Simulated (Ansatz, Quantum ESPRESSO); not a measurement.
**Mode couplings of Pd (Fm-3m) in a second program**

What λ does ph.x give for Pd (Fm-3m), and how does it hang on the broadening?

Calculated with Ansatz 0.2.0 and Quantum ESPRESSO 7.5; DFT PBE, scalar-relativistic, plane waves, PAW, in the first sound run; inputs show where later runs differ.

### 1. Set-up

It takes space group Fm-3m (No. 225, cubic). The conventional cell has a = 3.893 Å, b = 3.893 Å, c = 3.893 Å, α = 90.00°, β = 90.00°, γ = 90.00°. Pd has 12 Pd at 2.75 Å nearest.

Coordinates:

```cif
data_structure
_symmetry_space_group_name_H-M 'Fm-3m'
_symmetry_Int_Tables_number 225
_cell_length_a 3.8930
_cell_length_b 3.8930
_cell_length_c 3.8930
_cell_angle_alpha 90.000
_cell_angle_beta 90.000
_cell_angle_gamma 90.000
_cell_volume 59.00
loop_
_atom_site_label
_atom_site_type_symbol
_atom_site_symmetry_multiplicity
_atom_site_Wyckoff_symbol
_atom_site_fract_x
_atom_site_fract_y
_atom_site_fract_z
_atom_site_occupancy
Pd1 Pd 4 a 0.00000 0.00000 0.00000 1
```

### 2. Relaxation

Lattice constant and positions set the bands and the force constants, so the cell is relaxed first.

Contents of input.yaml:

```yaml
crystal:
  lattice:
    - [0.0, 1.9465, 1.9465]
    - [1.9465, 0.0, 1.9465]
    - [1.9465, 1.9465, 0.0]
  atoms:
    - { symbol: Pd, position: [0.0, 0.0, 0.0] }
kpoints:
  mp_grid: { grid: [14, 14, 14] }
hamiltonian:
  xc: pbe
scf:
  occupations: { method: gaussian, width: 0.1 }
output:
  forces: true
  stress: true
  eigenvalues: true
relax:
  adjacent_minimum: "off"
  f_tol: 0.005
  max_steps: 80
  cell: { stress_tol: 0.05 }
```

Command:

```bash
$ ansatz run input.yaml --threads 4 --pin off --max-ram 8192MiB --backend cpu --events-out ev --progress --plain --runs-dir out
```

Numbers of over 12 decimals in the logs are rounded to 6 here.

Log:

```text
[the first part of the log is left out]
  E_local      = -1804.293526  (includes V_loc(G=0)·N_el)
  E_nonlocal   = 217.229378
  E_hartree    = 731.114215
  E_xc         = -168.460310
  E_vxc        = -211.331477  (∫ρ·V_xc dr)
  E_paw        = -3750.209526  (= ΣΔE_a)
  E_vpaw       = -329.371550  (= ΣTr[D̂ρ^β])
  E_aug_tail   = 0.000202  (compensation charges beyond the density's cutoff)
  E_ewald      = -2711.339870
  E_smearing   = -0.015796  (= −TS)
  E_closure    = -0.000000  (closes the sum)
  Σ components = -6972.846147   (vs F -6972.846147, Δ=0.00e0)
--- Forces (eV/Å), atoms counted from 1 ---
  atom   1  Pd    -0.00000000     0.00000000    -0.00000000
  max |Σ_I F_I| component: 5.34e-32 eV/Å
--- Stress (GPa, compression-positive) ---
       -0.029461      -0.000000      -0.000000
       -0.000000      -0.029461      -0.000000
       -0.000000      -0.000000      -0.029461
  P = ⅓ Tr σ = -0.0295 GPa (-0.295 kbar)
--- Band table (eV; the first three rows and the last of 104) ---
  k-point 0: bands = ["-65.2173", "-30.7465", "-30.7465", "-30.7465", "11.9310", "16.1201", "16.1201", "16.1201", "17.6318", "17.6318", "35.7826", "40.2816", "40.2816"]
  k-point 1: bands = ["-65.2150", "-30.7645", "-30.7491", "-30.7491", "12.1101", "16.0598", "16.1801", "16.1801", "17.6041", "17.6041", "35.9543", "39.1668", "40.4750"]
  k-point 2: bands = ["-65.2087", "-30.8146", "-30.7563", "-30.7563", "12.6133", "15.9322", "16.3190", "16.3190", "17.5666", "17.5666", "36.0697", "37.2949", "41.0017"]
  k-point 103: bands = ["-65.1568", "-31.0053", "-30.9600", "-30.8828", "14.6563", "15.1871", "16.0896", "17.6293", "19.0591", "26.5270", "28.3907", "28.8250", "30.1432"]
--- Relaxed structure (4 steps of the walk, 4 accepted, 1 SCFs on fresh bases) ---
  F+E_penalty+E_count = -6972.84614692 eV   max|allowed force component| = 0.000e0 eV/Å   (the final SCF, on the basis selected at the relaxed cell)
  cell:  # Å, volume = 15.3450 Å³
    - [0, 1.972328, 1.972328]
    - [1.972328, 0, 1.972328]
    - [1.972328, 1.972328, 0]
  atoms:
    - { symbol: Pd, position: [0.0, 0.0, 0.0] }
```

It took 1.8 s on 4 threads of Arm Neoverse V2, shared host; peak memory 0.28 GiB; 6 s of CPU time.

The steps of the relaxation:

```tsv
step	energy less that of the first step (eV)	largest force component (eV/Å)	pressure (GPa)	volume (Å³)
1	0.0000	0.0000	7.33	14.75
2	-0.0077	0.0000	-3.91	15.73
3	-0.0127	0.0000	-0.36	15.38
4	-0.0128	0.0000	-0.01	15.35
5	-0.0130	0.0000	-0.03	15.35
```

The log counts 1 steps on a newly chosen plane-wave basis, not all of them marked here; energy and pressure can jump at such steps.

```tsv
conventional cell, symmetrised	before	after	change
a (Å)	3.893	3.945	+1.3 %
b (Å)	3.893	3.945	+1.3 %
c (Å)	3.893	3.945	+1.3 %
volume (Å³/atom)	14.75	15.35	+4.0 %
```

The relaxed structure:

```xyz
1
Lattice="0.0000 1.9723 1.9723 1.9723 0.0000 1.9723 1.9723 1.9723 0.0000" Properties=species:S:1:pos:R:3 pbc="T T T"
Pd    0.0000    0.0000    0.0000
```

Numbers from this step:

```yaml
pressure: -0.02946 GPa
volume_per_atom: 15.35 Å³
metallic_on_mesh: yes
gap_on_the_k_mesh: 0 eV
```

The largest force is now zero by symmetry and the largest stress component 0.029 GPa.

### 3. Ground state with pw.x

ph.x needs a tightly converged ground state on the same k mesh; the cell is that of the step before.

This step: DFT PBE, scalar-relativistic, plane waves, GBRV ultrasoft pseudopotentials (Quantum ESPRESSO 7.5).

Contents of pw.in:

```
 &control
    calculation='scf',
    prefix='x',
    outdir='./tmp',
    pseudo_dir='./pseudo',
    tprnfor=.true.,
    tstress=.true.,
 /
 &system
    ibrav=0,
    nat=1,
    ntyp=1,
    ecutwfc=45.0,
    ecutrho=360.0,
    occupations='smearing',
    smearing='fd',
    degauss=0.00734986,
    nbnd=15,
 /
 &electrons
    conv_thr=1.0d-11,
    mixing_beta=0.5,
 /
ATOMIC_SPECIES
 Pd    106.4200  Pd.upf
CELL_PARAMETERS angstrom
     0.000000000    1.972327971    1.972327971
     1.972327971    0.000000000    1.972327971
     1.972327971    1.972327971    0.000000000
ATOMIC_POSITIONS crystal
 Pd     0.000000000   0.000000000   0.000000000
K_POINTS automatic
 12 12 12 0 0 0
```

Command:

```bash
$ OMP_NUM_THREADS=1 mpirun -n 4 pw.x -nk 4 -in pw.in > pw.x.log
```

Log:

```text
Program PWSCF v.7.5

     This program is part of the open-source Quantum ESPRESSO suite
     for quantum simulation of materials; please cite
         "P. Giannozzi et al., J. Phys.:Condens. Matter 21 395502 (2009);
         "P. Giannozzi et al., J. Phys.:Condens. Matter 29 465901 (2017);
         "P. Giannozzi et al., J. Chem. Phys. 152 154105 (2020);
     in publications or presentations arising from this work. More details at

     Message from routine setup:
     using ibrav=0 with symmetry is DISCOURAGED, use correct ibrav instead

     G-vector sticks info
     --------------------
     sticks:   dense  smooth     PW     G-vecs:    dense   smooth      PW
     Sum         685     349    121                11935     4279     869

     Using Slab Decomposition

     bravais-lattice index     =            0
     lattice parameter (alat)  =       5.2710  a.u.
     unit-cell volume          =     103.5533 (a.u.)^3
     number of atoms/cell      =            1
     number of atomic types    =            1
     number of electrons       =        16.00
     number of Kohn-Sham states=           15
     kinetic-energy cutoff     =      45.0000  Ry
     charge density cutoff     =     360.0000  Ry
     scf convergence threshold =      1.0E-11
     mixing beta               =       0.5000
     number of iterations used =            8  plain     mixing
     Exchange-correlation=  SLA  PW   PBX  PBC
                           (   1   4   3   4   0   0   0)

     celldm(1)=   5.271000  celldm(2)=   0.000000  celldm(3)=   0.000000
     celldm(4)=   0.000000  celldm(5)=   0.000000  celldm(6)=   0.000000

     crystal axes: (cart. coord. in units of alat)
               a(1) = (   0.000000   0.707107   0.707107 )
               a(2) = (   0.707107   0.000000   0.707107 )
               a(3) = (   0.707107   0.707107   0.000000 )

     reciprocal axes: (cart. coord. in units 2 pi/alat)
               b(1) = ( -0.707107  0.707107  0.707107 )
               b(2) = (  0.707107 -0.707107  0.707107 )
               b(3) = (  0.707107  0.707107 -0.707107 )

     PseudoPot. # 1 for Pd read from file:
     ./pseudo/Pd.upf
     Pseudo is Ultrasoft + core correction, Zval = 16.0
     Using radial grid of  887 points,  6 beta functions with:
                l(1) =   0
                l(2) =   0
                l(3) =   1
                l(4) =   1
                l(5) =   2
                l(6) =   2
     Q(r) pseudized with  8 coefficients,  rinner =    1.130   1.130   1.130
                                                       1.130   1.130

     atomic species   valence    mass     pseudopotential
     Pd               16.00   106.42000     Pd( 1.00)

     48 Sym. Ops., with inversion, found

   Cartesian axes

     site n.     atom                  positions (alat units)
         1        Pd     tau(   1) = (   0.0000000   0.0000000   0.0000000  )

     number of k points=    72  Fermi-Dirac smearing, width (Ry)=  0.0073
                       cart. coord. in units 2pi/alat
        k(    1) = (   0.0000000   0.0000000   0.0000000), wk =   0.0011574
        k(    2) = (   0.0589256   0.0589256  -0.0589256), wk =   0.0092593
        k(    3) = (   0.1178511   0.1178511  -0.1178511), wk =   0.0092593
        k(    4) = (   0.1767767   0.1767767  -0.1767767), wk =   0.0092593
        k(    5) = (   0.2357023   0.2357023  -0.2357023), wk =   0.0092593
        k(    6) = (   0.2946278   0.2946278  -0.2946278), wk =   0.0092593
        k(    7) = (  -0.3535534  -0.3535534   0.3535534), wk =   0.0046296
        k(    8) = (   0.1178511   0.0000000  -0.0000000), wk =   0.0069444
        k(    9) = (   0.1767767   0.0589256  -0.0589256), wk =   0.0277778
        k(   10) = (   0.2357023   0.1178511  -0.1178511), wk =   0.0277778
        k(   11) = (   0.2946278   0.1767767  -0.1767767), wk =   0.0277778
        k(   12) = (   0.3535534   0.2357023  -0.2357023), wk =   0.0277778
        k(   13) = (  -0.2946278  -0.4124790   0.4124790), wk =   0.0277778
        k(   14) = (  -0.2357023  -0.3535534   0.3535534), wk =   0.0277778
        k(   15) = (  -0.1767767  -0.2946278   0.2946278), wk =   0.0277778
        k(   16) = (  -0.1178511  -0.2357023   0.2357023), wk =   0.0277778
[...]
k(   65) = (  -0.2357023  -0.4714045   0.7071068), wk =   0.0277778
        k(   66) = (  -0.1767767  -0.4124790   0.6481812), wk =   0.0555556
        k(   67) = (  -0.1178511  -0.3535534   0.5892557), wk =   0.0277778
        k(   68) = (  -0.1178511  -0.4714045   0.7071068), wk =   0.0277778
        k(   69) = (  -0.0589256  -0.4124790   0.6481812), wk =   0.0555556
        k(   70) = (   0.0000000  -0.3535534   0.5892557), wk =   0.0277778
        k(   71) = (  -0.7071068   0.2357023   0.0000000), wk =   0.0138889
        k(   72) = (  -0.7071068   0.3535534   0.0000000), wk =   0.0069444

     Dense  grid:    11935 G-vectors     FFT dimensions: (  32,  32,  32)

     Smooth grid:     4279 G-vectors     FFT dimensions: (  24,  24,  24)

     Initial potential from superposition of free atoms

     starting charge      15.5000, renormalised to      16.0000

     negative rho (up, down):  7.827E-02 0.000E+00
     Starting wfcs are   12 randomized atomic wfcs +    3 random wfcs

     per-process dynamical memory:    14.2 Mb

     Self-consistent Calculation

     iteration #  1     ecut=    45.00 Ry     beta= 0.50
     Davidson diagonalization with overlap
     ethr =  1.00E-02,  avg # of iterations =  4.8

     negative rho (up, down):  7.773E-02 0.000E+00

     total energy              =    -198.35016688 Ry
     estimated scf accuracy    <       1.15530346 Ry

     iteration #  2     ecut=    45.00 Ry     beta= 0.50
     Davidson diagonalization with overlap
     ethr =  7.22E-03,  avg # of iterations =  2.0

     negative rho (up, down):  7.833E-02 0.000E+00

     total energy              =    -198.66750323 Ry
     estimated scf accuracy    <       0.18030192 Ry

     iteration #  3     ecut=    45.00 Ry     beta= 0.50
     Davidson diagonalization with overlap
     ethr =  1.13E-03,  avg # of iterations =  1.9

     negative rho (up, down):  7.876E-02 0.000E+00

     total energy              =    -198.70552691 Ry
     estimated scf accuracy    <       0.00167471 Ry

     iteration #  4     ecut=    45.00 Ry     beta= 0.50
     Davidson diagonalization with overlap
     ethr =  1.05E-05,  avg # of iterations =  2.6

     negative rho (up, down):  7.887E-02 0.000E+00

     total energy              =    -198.70575151 Ry
     estimated scf accuracy    <       0.00013542 Ry

[...]
-31.8711 -31.8566 -31.8566  11.2013  14.8980  15.2106  15.2106  16.4048
    16.6456  35.8470  38.9002  39.6657  39.6657  46.5990  46.6599

          k = 0.1768 0.0589-0.0589 (   535 PWs)   bands (ev):

   -31.9200 -31.8678 -31.8632  11.7287  14.7166  15.3811  15.3888  16.2710
    16.7111  35.8458  36.9420  39.2899  40.3015  44.7789  46.1017

          k = 0.2357 0.1179-0.1179 (   535 PWs)   bands (ev):

   -31.9996 -31.8817 -31.8742  12.5010  14.6589  15.3997  15.4945  16.4757
    16.8966  33.2374  36.5814  38.9407  41.1292  43.4499  45.5187

          k = 0.2946 0.1768-0.1768 (   531 PWs)   bands (ev):

   -32.0859 -31.8945 -31.8889  12.9571  15.1684  15.2372  15.4194  17.2042
    17.2617  30.0700  35.9637  38.4619  40.5904  43.9086  45.1168

          k = 0.3536 0.2357-0.2357 (   530 PWs)   bands (ev):

   -32.1560 -31.9033 -31.9029  12.9587  14.9955  15.2737  16.1942  17.6071
    18.4051  27.0593  35.2508  38.0660  39.1293  44.7844  44.9655

          k =-0.2946-0.4125 0.4125 (   535 PWs)   bands (ev):

   -32.1918 -31.9136 -31.9045  12.8992  14.9044  15.1726  16.8120  17.7168
    19.7119  24.9407  34.8445  38.0020  38.1711  44.8910  44.9916

          k =-0.2357-0.3536 0.3536 (   534 PWs)   bands (ev):

   -32.1840 -31.9168 -31.8991  12.9204  14.9423  15.1711  16.7967  17.5044
    19.4227  25.4691  34.8499  37.5972  39.0494  44.7032  44.7192

          k =-0.1768-0.2946 0.2946 (   527 PWs)   bands (ev):

   -32.1349 -31.9119 -31.8879  12.9972  15.0812  15.2757  16.0412  17.0453
    18.2420  28.0357  35.2229  37.9747  40.7195  43.7233  44.3215

          k =-0.1179-0.2357 0.2357 (   530 PWs)   bands (ev):

   -32.0574 -31.9001 -31.8740  12.8920  14.9643  15.3401  15.4341  16.5313
    17.4147  31.1392  35.7732  38.9480  42.2526  42.9956  43.6086

          k =-0.0589-0.1768 0.1768 (   534 PWs)   bands (ev):

[...]
k =-0.0000-0.1179 0.1179 (   533 PWs)   bands (ev):

[...]
k = 0.2357 0.0000-0.0000 (   532 PWs)   bands (ev):

[...]
k = 0.2946 0.0589-0.0589 (   536 PWs)   bands (ev):

[...]
k = 0.3536 0.1179-0.1179 (   529 PWs)   bands (ev):

[...]
k = 0.4125 0.1768-0.1768 (   531 PWs)   bands (ev):

[...]
k =-0.2357-0.4714 0.4714 (   532 PWs)   bands (ev):

[...]
k =-0.1768-0.4125 0.4125 (   527 PWs)   bands (ev):

[...]
k =-0.1179-0.3536 0.3536 (   530 PWs)   bands (ev):

[...]
k =-0.0589-0.2946 0.2946 (   526 PWs)   bands (ev):

[...]
k = 0.0000-0.2357 0.2357 (   537 PWs)   bands (ev):

[...]
k = 0.3536 0.0000 0.0000 (   528 PWs)   bands (ev):

[...]
k = 0.4125 0.0589-0.0589 (   530 PWs)   bands (ev):

[...]
k = 0.4714 0.1179-0.1179 (   529 PWs)   bands (ev):

[...]
k =-0.1768-0.5303 0.5303 (   529 PWs)   bands (ev):

[...]
k =-0.1179-0.4714 0.4714 (   526 PWs)   bands (ev):

[...]
k =-0.0589-0.4125 0.4125 (   530 PWs)   bands (ev):

[...]
k = 0.0000-0.3536 0.3536 (   524 PWs)   bands (ev):

[...]
k = 0.4714 0.0000-0.0000 (   520 PWs)   bands (ev):

[...]
k = 0.5303 0.0589-0.0589 (   529 PWs)   bands (ev):

[...]
k =-0.1179-0.5893 0.5893 (   524 PWs)   bands (ev):

[...]
k =-0.0589-0.5303 0.5303 (   524 PWs)   bands (ev):

[...]
k = 0.5893 0.0000-0.0000 (   520 PWs)   bands (ev):

[...]
k = 0.0000-0.5893 0.5893 (   514 PWs)   bands (ev):

[...]
k =-0.7071 0.0000 0.0000 (   524 PWs)   bands (ev):

[...]
k = 0.2357 0.1179 0.0000 (   530 PWs)   bands (ev):

[...]
k = 0.2946 0.1768-0.0589 (   531 PWs)   bands (ev):

[...]
k = 0.3536 0.2357-0.1179 (   523 PWs)   bands (ev):

[...]
k = 0.3536 0.1179 0.0000 (   533 PWs)   bands (ev):

[...]
k = 0.4125 0.1768-0.0589 (   529 PWs)   bands (ev):

[...]
k = 0.0000-0.2357 0.3536 (   533 PWs)   bands (ev):

[...]
k = 0.4714 0.1179-0.0000 (   529 PWs)   bands (ev):

[...]
k =-0.1179-0.5893 0.7071 (   522 PWs)   bands (ev):

[...]
k =-0.0589-0.5303 0.6482 (   519 PWs)   bands (ev):

[...]
k =-0.0000-0.4714 0.5893 (   525 PWs)   bands (ev):

[...]
k =-0.7071 0.1179-0.0000 (   522 PWs)   bands (ev):

[...]
k =-0.2357-0.4714 0.7071 (   535 PWs)   bands (ev):

   -32.1125 -31.9943 -31.9298  13.9349  13.9685  14.8943  16.7413  17.0325
    20.2181  30.3122  30.5253  33.9021  41.2318  42.2126  47.0756

          k =-0.1768-0.4125 0.6482 (   526 PWs)   bands (ev):

   -32.1220 -32.0253 -31.9440  13.9270  14.1707  14.8255  16.4871  17.4642
    22.1610  27.4142  30.6056  32.5787  40.9478  43.3965  48.2865

          k =-0.1179-0.3536 0.5893 (   524 PWs)   bands (ev):

   -32.1243 -32.0369 -31.9502  14.0040  14.0766  14.9537  16.3237  17.6301
    24.0400  25.1598  31.1402  31.6643  40.6323  44.0775  49.6877

          k =-0.1179-0.4714 0.7071 (   519 PWs)   bands (ev):

   -32.1294 -32.0217 -31.9666  13.5307  13.7498  15.4443  16.9185  17.7115
    22.5006  29.1192  29.2272  30.6063  41.2011  42.9640  46.9755

          k =-0.0589-0.4125 0.6482 (   521 PWs)   bands (ev):

   -32.1099 -32.0561 -31.9721  13.6537  14.1006  15.0689  16.5969  17.8609
    24.7494  26.5413  29.0108  30.2381  41.5980  44.5479  46.7461

          k = 0.0000-0.3536 0.5893 (   527 PWs)   bands (ev):

   -32.0951 -32.0712 -31.9622  13.8444  14.4716  14.5769  16.4929  17.7060
    24.2058  27.0234  28.5263  31.2707  41.7857  43.7747  48.3883

          k =-0.7071 0.2357 0.0000 (   518 PWs)   bands (ev):

   -32.1328 -32.0318 -31.9827  13.3581  13.6695  15.7568  16.8673  18.0032
    24.2384  27.9516  28.5698  29.4130  41.1807  43.5650  46.7278

          k =-0.7071 0.3536 0.0000 (   524 PWs)   bands (ev):

   -32.0824 -32.0824 -31.9834  13.6788  14.5610  14.5610  16.5005  18.0036
    26.4573  26.4573  27.8843  29.0869  43.6667  43.6667  46.2241

     the Fermi energy is    17.7461 ev

!    total energy              =    -198.70577689 Ry
     estimated scf accuracy    <          3.1E-13 Ry
     smearing contrib. (-TS)   =      -0.00482923 Ry
     internal energy E=F+TS    =    -198.70094766 Ry

     The total energy is F=E-TS. E is the sum of the following terms:
     one-electron contribution =     -46.46030794 Ry
     hartree contribution      =      36.55827321 Ry
     xc contribution           =     -31.34326472 Ry
     ewald contribution        =    -157.45564822 Ry

     convergence has been achieved in   9 iterations

     negative rho (up, down):  7.897E-02 0.000E+00

     Forces acting on atoms (cartesian axes, Ry/au):

     atom    1 type  1   force =     0.00000000    0.00000000    0.00000000

     Total force =     0.000000     Total SCF correction =     0.000000

     Computing stress (Cartesian axis) and pressure

     negative rho (up, down):  7.897E-02 0.000E+00
          total   stress  (Ry/bohr**3)                   (kbar)     P=        1.43
   0.00000971   0.00000000   0.00000000            1.43        0.00        0.00
   0.00000000   0.00000971   0.00000000            0.00        1.43        0.00
   0.00000000   0.00000000   0.00000971            0.00        0.00        1.43

     Writing all to output data dir ./tmp/x.save/ :
     XML data file, charge density, pseudopotentials, collected wavefunctions

   JOB DONE.
```

Run time: 2.8 s. Hardware: 4 MPI ranks; 11 s of CPU time.

This step gave:

```
pressure : 0.143 GPa
```

With these potentials, mesh and smearing the cell is at 0.14 GPa.

(Continued in part 2 of 2.)

[Logs are printed without paths, hosts, clocks, repeated set-up lines and the standing remarks that a program may print on its own settings, such as how far it seeks lower states.]

[Hosts, paths, dates, database ids (printed as entryN), source tags and the programs' standing remarks are cut or masked in the printed files.]
